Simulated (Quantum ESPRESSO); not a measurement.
# SiNi: parallel and opposed starts, part 2 of 2

Aim: find out which collinear order of SiNi costs least.

Quantum ESPRESSO 7.5; PBEsol; plane waves with GBRV 1.5 PBEsol potentials, no spin-orbit coupling.

So far: The starting structure; Start 1: ferro ++++.

## Step 3: Run 2, typed as antiferro ++−−

Input file pw.in:

```
&CONTROL
  calculation = 'scf'
  prefix = 'pwscf'
  outdir = './tmp'
  pseudo_dir = './pseudo'
  disk_io = 'nowf'
/
&SYSTEM
  ibrav = 0
  celldm(1) = 8
  nat = 8
  ntyp = 3
  ecutwfc = 40
  ecutrho = 280
  nbnd = 57
  occupations = 'smearing'
  smearing = 'fd'
  degauss = 0.00367493
  nspin = 2
  starting_magnetization(1) = 0
  starting_magnetization(2) = 0.0556
  starting_magnetization(3) = -0.0556
/
&ELECTRONS
  conv_thr = 1.6d-08
  electron_maxstep = 150
  mixing_beta = 0.3
/
ATOMIC_SPECIES
Si     28.0850 si_pbesol_v1.uspp.F.UPF
Ni1    58.6934 ni_pbesol_v1.4.uspp.F.UPF
Ni2    58.6934 ni_pbesol_v1.4.uspp.F.UPF
CELL_PARAMETERS alat
   1.2219677769127    0.0000000000000    0.0000000000000
   0.0000000000000    0.7885118470767    0.0000000000000
   0.0000000000000    0.0000000000000    1.3239657444894
ATOMIC_POSITIONS crystal
Si      0.3212800000    0.7500000000    0.0825000000
Si      0.1787200000    0.2500000000    0.5825000000
Si      0.8212800000    0.7500000000    0.4175000000
Si      0.6787200000    0.2500000000    0.9175000000
Ni1     0.0077900000    0.2500000000    0.1875200000
Ni1     0.4922100000    0.7500000000    0.6875200000
Ni2     0.5077900000    0.2500000000    0.3124800000
Ni2     0.9922100000    0.7500000000    0.8124800000
K_POINTS automatic
10 14 8 0 0 0
```

On the command line:

```console
$ OMP_NUM_THREADS=1 mpirun -n 4 pw.x -nk 4 -in pw.in > pw.out
```

Log:

```text
[banner, memory and clock lines left out]
Program PWSCF v.7.5 starts

     Message from routine setup:
     using ibrav=0 with symmetry is DISCOURAGED, use correct ibrav instead

     bravais-lattice index     =            0
     lattice parameter (alat)  =       8.0000  a.u.
     unit-cell volume          =     653.1526 (a.u.)^3
     number of atoms/cell      =            8
     number of atomic types    =            3
     number of electrons       =        88.00
     number of Kohn-Sham states=           57
     kinetic-energy cutoff     =      40.0000  Ry
     charge density cutoff     =     280.0000  Ry
     scf convergence threshold =      1.6E-08
     mixing beta               =       0.3000
     number of iterations used =            8  plain     mixing
     Exchange-correlation= SLA  PW   PSX  PSC
                           (   1   4  10   8   0   0   0)

     celldm(1)=   8.000000  celldm(2)=   0.000000  celldm(3)=   0.000000
     celldm(4)=   0.000000  celldm(5)=   0.000000  celldm(6)=   0.000000

     crystal axes: (cart. coord. in units of alat)
               a(1) = (   1.221968   0.000000   0.000000 )
               a(2) = (   0.000000   0.788512   0.000000 )
               a(3) = (   0.000000   0.000000   1.323966 )

     reciprocal axes: (cart. coord. in units 2 pi/alat)
               b(1) = (  0.818352  0.000000  0.000000 )
               b(2) = (  0.000000  1.268212  0.000000 )
               b(3) = (  0.000000  0.000000  0.755307 )

     PseudoPot. # 1 for Si read from file:
     si_pbesol_v1.uspp.F.UPF
     Pseudo is Ultrasoft + core correction, Zval =  4.0

     PseudoPot. # 2 for Ni read from file:
     ni_pbesol_v1.4.uspp.F.UPF
     Pseudo is Ultrasoft + core correction, Zval = 18.0

     PseudoPot. # 3 for Ni read from file:
     ni_pbesol_v1.4.uspp.F.UPF
     Pseudo is Ultrasoft + core correction, Zval = 18.0

     atomic species   valence    mass     pseudopotential
     Si                4.00    28.08500     Si( 1.00)
     Ni1              18.00    58.69340     Ni( 1.00)
     Ni2              18.00    58.69340     Ni( 1.00)

     Starting magnetic structure
     atomic species   magnetization
     Si              0.000
     Ni1             0.056
     Ni2            -0.056

      4 Sym. Ops. (no inversion) found ( 3 have fractional translation)

   Cartesian axes

     site n.     atom                  positions (alat units)
         1        Si     tau(   1) = (   0.3925938   0.5913839   0.1092272  )
         2        Si     tau(   2) = (   0.2183901   0.1971280   0.7712100  )
         3        Si     tau(   3) = (   1.0035777   0.5913839   0.5527557  )
         4        Si     tau(   4) = (   0.8293740   0.1971280   1.2147386  )
         5        Ni1    tau(   5) = (   0.0095191   0.1971280   0.2482701  )
         6        Ni1    tau(   6) = (   0.6014648   0.5913839   0.9102529  )
         7        Ni2    tau(   7) = (   0.6205030   0.1971280   0.4137128  )
         8        Ni2    tau(   8) = (   1.2124486   0.5913839   1.0756957  )

     number of k points=   240  Fermi-Dirac smearing, width (Ry)=  0.0037

     Number of k-points >= 100: set verbosity='high' to print them.

     Dense  grid:    51577 G-vectors     FFT dimensions: (  54,  36,  60)

     Smooth grid:    22357 G-vectors     FFT dimensions: (  40,  30,  48)

     Check: negative core charge=   -0.000008
     Generating pointlists ...
     new r_m :   0.2219 (alat units)  1.7756 (a.u.) for type    1
     new r_m :   0.2219 (alat units)  1.7756 (a.u.) for type    2
     new r_m :   0.2219 (alat units)  1.7756 (a.u.) for type    3

     Initial potential from superposition of free atoms

     starting charge      79.9974, renormalised to      88.0000
     Starting wfcs are   68 randomized atomic wfcs

     Self-consistent Calculation

     iteration #  1     ecut=    40.00 Ry     beta= 0.30
     Davidson diagonalization with overlap
     ethr =  1.00E-02,  avg # of iterations =  6.9

     total energy              =   -1346.51418078 Ry
     estimated scf accuracy    <     215.16290654 Ry

     total magnetization       =    -0.00 Bohr mag/cell
     absolute magnetization    =     0.43 Bohr mag/cell

     iteration #  2     ecut=    40.00 Ry     beta= 0.30
     Davidson diagonalization with overlap
     ethr =  1.00E-02,  avg # of iterations =  3.0

     total energy              =   -1409.27976966 Ry
     estimated scf accuracy    <      59.45762217 Ry

     total magnetization       =     0.00 Bohr mag/cell
     absolute magnetization    =     0.18 Bohr mag/cell

     [... further iterations left out ...]

     iteration # 16     ecut=    40.00 Ry     beta= 0.30
     Davidson diagonalization with overlap
     ethr =  1.13E-10,  avg # of iterations =  5.6

     total energy              =   -1410.91813748 Ry
     estimated scf accuracy    <       0.00000050 Ry

     total magnetization       =    -0.00 Bohr mag/cell
     absolute magnetization    =     0.00 Bohr mag/cell

     iteration # 17     ecut=    40.00 Ry     beta= 0.30
     Davidson diagonalization with overlap
     ethr =  1.13E-10,  avg # of iterations =  2.0

     Magnetic moment per site  (integrated on atomic sphere of radius R)
     atom   1 (R=0.222)  charge=  1.6503  magn=  0.0000
     atom   2 (R=0.222)  charge=  1.6503  magn=  0.0000
     atom   3 (R=0.222)  charge=  1.6503  magn= -0.0000
     atom   4 (R=0.222)  charge=  1.6503  magn= -0.0000
     atom   5 (R=0.222)  charge= 16.3334  magn=  0.0000
     atom   6 (R=0.222)  charge= 16.3334  magn=  0.0000
     atom   7 (R=0.222)  charge= 16.3334  magn= -0.0000
     atom   8 (R=0.222)  charge= 16.3334  magn= -0.0000

     End of self-consistent calculation

     Number of k-points >= 100: set verbosity='high' to print the bands.

     the Fermi energy is    14.4685 ev

!    total energy              =   -1410.91813753 Ry
     estimated scf accuracy    <       0.00000001 Ry
     smearing contrib. (-TS)   =      -0.00119801 Ry
     internal energy E=F+TS    =   -1410.91693952 Ry

     The total energy is F=E-TS. E is the sum of the following terms:
     one-electron contribution =   -1049.31898925 Ry
     hartree contribution      =     571.74014613 Ry
     xc contribution           =    -158.43339693 Ry
     ewald contribution        =    -774.90469947 Ry

     total magnetization       =    -0.00 Bohr mag/cell
     absolute magnetization    =     0.00 Bohr mag/cell

     convergence has been achieved in  17 iterations
```

The job ended after 22 min (4 MPI ranks of Intel Xeon at 2.50GHz (Skylake/Cascade Lake), shared host; peak memory 1.7 GiB; 89 min of CPU time).

The spin moment in the atom's sphere vanishes on all atoms.

Numbers from this step:

```
smearing term TS       : 0.01630 eV
magnetization          : 0 μB
absolute magnetization : 0 μB
final state            : non-magnetic
```

## Step 4: Run 3 (antiferro +−−+)

Changes to pw.in since step 3:

```diff
@@ -42,5 +42,5 @@
 Ni1     0.0077900000    0.2500000000    0.1875200000
-Ni1     0.4922100000    0.7500000000    0.6875200000
+Ni2     0.4922100000    0.7500000000    0.6875200000
 Ni2     0.5077900000    0.2500000000    0.3124800000
-Ni2     0.9922100000    0.7500000000    0.8124800000
+Ni1     0.9922100000    0.7500000000    0.8124800000
 K_POINTS automatic
```

Log:

```text
     [... lines left out ...]
Program PWSCF v.7.5 starts
     [... lines left out ...]
     number of atoms/cell      =            8
     [... lines left out ...]
     number of electrons       =        88.00
     number of Kohn-Sham states=           57
     kinetic-energy cutoff     =      40.0000  Ry
     charge density cutoff     =     280.0000  Ry
     scf convergence threshold =      1.6E-08
     [... lines left out ...]
      4 Sym. Ops., with inversion, found ( 2 have fractional translation)
     [... lines left out ...]
     number of k points=   336  Fermi-Dirac smearing, width (Ry)=  0.0037
     [... lines left out ...]
     iteration # 17     ecut=    40.00 Ry     beta= 0.30
     [... lines left out ...]
     Magnetic moment per site  (integrated on atomic sphere of radius R)
     atom   1 (R=0.222)  charge=  1.6503  magn=  0.0000
     atom   2 (R=0.222)  charge=  1.6503  magn= -0.0000
     atom   3 (R=0.222)  charge=  1.6503  magn= -0.0000
     atom   4 (R=0.222)  charge=  1.6503  magn=  0.0000
     atom   5 (R=0.222)  charge= 16.3334  magn=  0.0000
     atom   6 (R=0.222)  charge= 16.3334  magn= -0.0000
     atom   7 (R=0.222)  charge= 16.3334  magn= -0.0000
     atom   8 (R=0.222)  charge= 16.3334  magn=  0.0000
     [... lines left out ...]
     the Fermi energy is    14.4686 ev
!    total energy              =   -1410.91813753 Ry
     estimated scf accuracy    <          5.4E-09 Ry
     smearing contrib. (-TS)   =      -0.00119803 Ry
     [... lines left out ...]
     total magnetization       =    -0.00 Bohr mag/cell
     absolute magnetization    =     0.00 Bohr mag/cell
     convergence has been achieved in  17 iterations
```

The job ended after 31 min (4 MPI ranks; peak memory 2.1 GiB).

The spin moment in the atom's sphere vanishes on all atoms.

Read from the output:

| Property | Result |
| --- | --- |
| smearing term TS | 0.01630 eV |
| magnetization | 0 μB |
| absolute magnetization | 0 μB |
| final state | non-magnetic |

## Step 5: The states side by side

An order is kept where moments of 0.15 μB or more survive with the typed signs; meshes match where a doubled cell samples the same k points as the first cell.

Orders:

```csv
start,final state,typed order kept,energy over the lowest (meV a seeded atom),largest site moment (μB),net moment (μB a cell of the first run),mesh matched,CPU time (s)
ferro ++++,non-magnetic,no,0,0,0,yes,5500
antiferro ++--,non-magnetic,no,0,0,0,yes,5316
antiferro +--+,non-magnetic,no,0,0,0,yes,7464
```

## Step 6: Outcome

```json
{"lowest state found": "non-magnetic (from ferro ++++, antiferro ++-- and antiferro +--+)", "largest site moment": "0 μB"}
```

What this shows: The lowest state carries no moment, and no start kept one. Only these 3 starts were compared; other wavevectors, canted and longer-period orders were not.

[Logs and program files are shortened in this print: banners, set-up blocks, solver, clock and traceback lines can be left out without a mark of their own.]

[Logs are printed without paths, hosts, clocks, repeated set-up lines and the standing remarks that a program may print on its own settings, such as how far it seeks lower states.]

[Hosts, paths, dates, database ids (printed as entryN), source tags and the programs' standing remarks are cut or masked in the printed files.]

[Where a cell is said to come from a database of computed structures, the database is the Materials Project.]
